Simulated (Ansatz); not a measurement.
# A thicker film of MgS (110) from two thinner ones

In a field along its normal an insulating film takes a dipole p. Written as a length, p/(ε₀AE), it should grow by 1 − 1/ε for each ångström added.

Set-up. Ansatz 0.2.0, plane waves with PAW datasets (its set soft_1), PBE; rocksalt films relaxed at a bulk in-plane lattice constant near the measured one, then held in weak fields of both signs with a dipole correction (A is the cell's area, E the outer field).

```tsv
run	distance between the outer atoms (Å)	p/(ε₀AE) (Å)
5 units	7.517	8.536
8 units	13.131	13.078
12 units	20.542	?
```

**Question.** What value belongs in the row marked “?”, and how far can the other rows tell?

Two rows fix a line: slope = (13.078 − 8.536) / (13.131 − 7.517) = 0.8090, intercept 2.4549. That slope means ε = 1/(1 − 0.8090) = 5.24. At 20.542 it gives 0.8090 × 20.542 + 2.4549 = 19.073 Å, beyond the rows fitted. Rounding of the rows alone allows about ±0.003 Å there; two rows can't show whether the line holds.

The run itself gives 19.129 Å: a miss of +0.056 Å, or 0.3 % of the value. The length is met to within 1 %, though ε is more sensitive than the length: the two thickest films give ε = 5.45.

**Limits.** This is the electronic response alone. A unit is one step of the cut along the normal (a plane, a pair of planes or a cell), and the layers relax along it, away from their bulk spacing where the functional's lattice constant differs from the one held.

[Logs are printed without paths, hosts, clocks, repeated set-up lines and the standing remarks that a program may print on its own settings, such as how far it seeks lower states.]
